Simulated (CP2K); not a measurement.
The C K edge of 2-silylimidazole was computed by TDDFT (CP2K XAS_TDP, aug-pc-1, TDA) at these levels: PBEh(45%), PBEh(45%) + GW2X and PBEh(60%). The first three lines of C2 (bonded to 2 N and Si) with a strength over 0.0015, energy in eV and strength:

| run | first | second | third |
| --- | --- | --- | --- |
| 1 | 287.14 (0.050) | 289.94 (0.008) | 290.40 (0.009) |
| 2 | 282.17 (0.051) | 284.98 (0.008) | 285.43 (0.009) |
| 3 | 286.11 (0.061) | 289.88 (0.021) | 290.25 (0.013) |

**Question.** Which run is which?

Run 1: PBEh(45%) + GW2X (45 % exact exchange). Run 2: PBEh(45%) (45 % exact exchange). Run 3: PBEh(60%) (60 % exact exchange). Self-interaction lifts the core level, so the uncorrected lines rise with the share of exact exchange. The GW2X run keeps the spacings of its parent: 2.80 eV between the first two lines in run 1, 2.81 eV in run 2. Its shift is +4.97 eV, since the Kohn–Sham level at this share of exchange lies that far above the quasiparticle level.

[Hosts, paths, dates, database ids (printed as entryN), source tags and the programs' standing remarks are cut or masked in the printed files.]
